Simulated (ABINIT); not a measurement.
# Quasiparticle gap of KF (Carobbiite) in ABINIT, part 3 of 3

Aim: the G0W0 gap of KF (Carobbiite) on LDA, step by step.

ABINIT 10.8.3; LDA and many-body steps on it, plane waves. Known limits of the many-body steps: not at the basis limit; coarse k mesh.

So far. Step 4 (Empty states on the mesh, 4×4×4 mesh, 33 bands): On this mesh the gap is 5.822 eV. Step 5 (Screening, 4×4×4 mesh, 29 bands, screening to 87.1 eV): Local fields lower ε∞ by 9 %. On a Γ-centred mesh this coarse the value itself is usually too large, while a short band sum pulls it down.

**6. Self-energy, 4×4×4 mesh, 29 bands, screening to 87.1 eV**

The self-energy is evaluated for the states that the input lists, and the levels follow from it, in one-shot runs by the linearised quasiparticle equation.

This step: G0W0 on LDA, plane waves, norm-conserving pseudopotentials.

File run.abi:

```
acell 3*1.0 Angstrom
rprim 
  -0.000000000000 2.671850000000 2.671850000000
  2.671850000000 -0.000000000000 2.671850000000
  2.671850000000 2.671850000000 0.000000000000
ntypat 2
znucl 19 9
natom 2
typat 1 2
xred 
  0.000000000000 0.000000000000 0.000000000000
  0.500000000000 0.500000000000 0.500000000000
pp_dirpath "pseudos"
pseudos "K.upf, F.upf"
ecut 36
ngkpt 4 4 4
nshiftk 1
shiftk 0 0 0
kptopt 1
chksymbreak 0
istwfk *1
occopt 1
irdwfk 1
optdriver 4
nband 29
gwcalctyp 0
ecutsigx 36
symsigma 1
nkptgw 1
kptgw 
  0.0000000000 0.0000000000 0.0000000000
bdgw 
  6 12
ecuteps 3.2
irdscr 1
ppmodel 1
indata_prefix "in"
outdata_prefix "out"
tmpdata_prefix "tmp"
```

On the command line:

```sh
OMP_NUM_THREADS=1 mpirun -n 4 abinit run.abi > log
```

Numbers of over 12 decimals in the logs are rounded to 6 here.

The program printed:

```text
.Version 10.8.3 of ABINIT. v10.8.2 released Aug 2026.

 Symmetries : space group Fm -3 m (#225); Bravais cF (face-center cubic)
[... echo of the input left out ...]
== DATASET  1 ==================================================================
-   mpi_nproc: 4, omp_nthreads: 1 (-1 if OMP is not activated)

--- !DatasetInfo
iteration_state: {dtset: 1, }
dimensions: {natom: 2, nkpt: 8, mband: 29, nsppol: 1, nspinor: 1, nspden: 1, mpw: 2685, }
cutoff_energies: {ecut:  36.0, pawecutdg:  -1.0, }
electrons: {nelect:   1.60000000E+01, charge:   0.00000000E+00, occopt:   1.00000000E+00, tsmear:   1.00000000E-02, }

 SIGMA: Calculation of the GW corrections

 Based on a program developped by R.W. Godby, V. Olevano, G. Onida, and L. Reining.
 Incorporated in ABINIT by V. Olevano, G.-M. Rignanese, and M. Torrent.
.Using double precision arithmetic ; gwpc =  8

[... cell and pseudopotentials left out ...]
--------------------------------------------------------------------------------

 ==== K-mesh for the wavefunctions ====
 Number of points in the irreducible wedge :     8
[... list of points left out ...]
 Together with 48 symmetry operations and time-reversal symmetry
 yields    64 points in the full Brillouin Zone.

 ==== Q-mesh for screening function ====
 Number of points in the irreducible wedge :     8
[... list of points left out ...]
 Together with 48 symmetry operations and time-reversal symmetry
 yields    64 points in the full Brillouin Zone.

 vcoul_init : cutoff-mode = AUXILIARY_FUNCTION
 q-points for optical limit:   1
     1)      0.000010    0.000020    0.000030
 setmesh: FFT mesh size selected  =    40x   40x   40
          total number of points  =        64000

 Number of electrons calculated from density =   16.0000; Expected =   16.0000
 average of density, n =  0.062152
 r_s =    1.5661
 omega_plasma =   24.0483 [eV]

 === KS Band Gaps ===
  >>>> For spin  1
   Minimum direct gap =   5.8215 [eV], located at k-point      :   0.0000  0.0000  0.0000
   Fundamental gap    =   5.8215 [eV], Top of valence bands at :   0.0000  0.0000  0.0000
                                       Bottom of conduction at :   0.0000  0.0000  0.0000
 SIGMA fundamental parameters:
 PLASMON POLE MODEL  1
 number of plane-waves for SigmaX                 2685
 number of plane-waves for SigmaC and W             65
 number of plane-waves for wavefunctions          2685
 number of bands                                    29
 number of independent spin polarizations            1
 number of spinorial components                      1
 number of k-points in IBZ                           8
 number of q-points in IBZ                           8
 number of symmetry operations                      48
 number of k-points in BZ                           64
 number of q-points in BZ                           64
 number of frequencies for dSigma/dE                 9
 frequency step for dSigma/dE [eV]                0.25
 number of omega for Sigma on real axis              0
 max omega for Sigma on real axis  [eV]           0.00
 zcut for avoiding poles [eV]                     0.10

 EPSILON^-1 parameters (SCR file):
 dimension of the eps^-1 matrix on file             65
 dimension of the eps^-1 matrix used                65
 number of plane-waves for wavefunctions          2685
 number of bands                                    29
 number of q-points in IBZ                           8
 number of frequencies                               2
 number of real frequencies                          1
 number of imag frequencies                          1

 matrix elements of self-energy operator (all in [eV])

 Perturbative Calculation

--- !SelfEnergy_ee
iteration_state: {dtset: 1, }
kpoint     : [   0.000,    0.000,    0.000, ]
spin       : 1
KS_gap     :    5.821
QP_gap     :   10.025
Delta_QP_KS:    4.203
data: !SigmaeeData |
     Band     E0 <VxcDFT>   SigX SigC(E0)      Z dSigC/dE  Sig(E)    E-E0       E
        6  -0.305 -21.597 -29.368   4.970   0.810  -0.234 -23.867  -2.270  -2.575
        7  -0.305 -21.597 -29.368   4.970   0.810  -0.234 -23.867  -2.270  -2.575
        8  -0.305 -21.597 -29.368   4.970   0.810  -0.234 -23.867  -2.270  -2.575
        9   5.516  -8.806  -4.130  -2.525   0.899  -0.113  -6.873   1.933   7.449
       10  10.239 -11.047  -4.836  -2.454   0.893  -0.120  -7.692   3.355  13.593
       11  10.239 -11.047  -4.836  -2.454   0.893  -0.120  -7.692   3.355  13.593
       12  10.239 -11.047  -4.836  -2.454   0.893  -0.120  -7.692   3.355  13.593

== END DATASET(S) ==============================================================
================================================================================

 -outvars: echo values of variables after computation  --------
           etotal      0.0000000000E+00
            nband          29
             nkpt           8
          spgroup         225
 [... the other variables as echoed above ...]

 Calculation completed.
```

Run time: 2.5 s. Hardware: 4 MPI ranks of Arm Neoverse V1, shared host; peak memory 0.14 GiB.

Numbers from this step:

* G0W0 gap on the points computed: 10.02 eV
* starting gap on the mesh: 5.822 eV
* k of the valence top: 0, 0, 0
* k of the conduction bottom: 0, 0, 0
* Z at the valence top: 0.81
* Z at the conduction bottom: 0.899
* least direct G0W0 gap on the computed points: 10.02 eV

The gap on the mesh goes from 5.82 eV to 10.02 eV, a correction of +4.20 eV.

Limits: finite bands, cutoff and mesh; coarse k mesh. v1 is the top filled band, c1 the lowest empty one. Levels before and after the correction, in eV, zero at the valence-band top of each column:

```tsv
	conduction bottom	valence top
Kohn-Sham	5.82	0.00
G0W0	10.02	0.00
```

```tsv
	level	energy (eV)
Kohn-Sham	Γ v3-v1	0.000
Kohn-Sham	Γ c1	5.822
Kohn-Sham	Γ c2-c4	10.544
G0W0	Γ v3-v1	0.000
G0W0	Γ c1	10.024
G0W0	Γ c2-c4	16.168
```

**7. Where the time went**

Times are wall times on 4 MPI ranks of Arm Neoverse V1, shared host, good to a factor of about two.

```tsv
step	time	share	memory (GiB)
ground state	7.1 s	25 %	0.33
bands along the symmetry lines	10 s	36 %	0.33
empty states on the mesh	4.7 s	16 %	0.31
screening	4 s	14 %	0.47
self-energy	2.5 s	9 %	0.14
```

**8. What came out**

* LDA gap: 5.82 eV, direct
* G0W0 gap on the mesh: 10.02 eV
* GW settings: 4×4×4 mesh, 29 bands, screening to 87.1 eV, Godby-Needs plasmon pole
* known limits: not at the basis limit; coarse k mesh

What this shows: G0W0 moves the gap on the mesh from 5.82 eV to 10.02 eV (+4.20 eV), with Z of 0.81 and 0.90 at the edges. Local fields lower the RPA ε∞ on this mesh from 2.13 to 1.94; a Γ-centred mesh this coarse tends to raise both, most where the direct gap is narrow, while a short band sum lowers them. Only 1 of the mesh's irreducible points was corrected, so a valley elsewhere could overtake. Bands and cutoff are finite, so the gap is not at the basis limit. The miss can reach some tenths of an eV and take either sign; the mesh is an error of its own. In the G0W0 run levels were corrected at 1 k point alone, so a gap called «on the mesh» is the least over those, and an edge elsewhere would be missed. The 4×4×4 mesh is coarse for this cell, which bears on the long-range parts of exchange and screening.

[Paths, hosts, dates, memory and timing lines, banners, echoed tables and standing remarks are left out of the program output.]

[Logs are printed without paths, hosts, clocks, repeated set-up lines and the standing remarks that a program may print on its own settings, such as how far it seeks lower states.]

[Runs of the session that timed out or met a known fault of the program may be left out.]

[Hosts, paths, dates, database ids (printed as entryN), source tags and the programs' standing remarks are cut or masked in the printed files.]

[G0W0 gaps are taken among the corrected bands and points alone; a level outside them can change the order at an edge.]

[Where Ansatz stands beside ABINIT at settings called matched, ABINIT's density can come from a denser mesh and the files from another edition; pairs whose starting gaps differed by over 0.03 eV were left out, so agreement reads better than it is.]
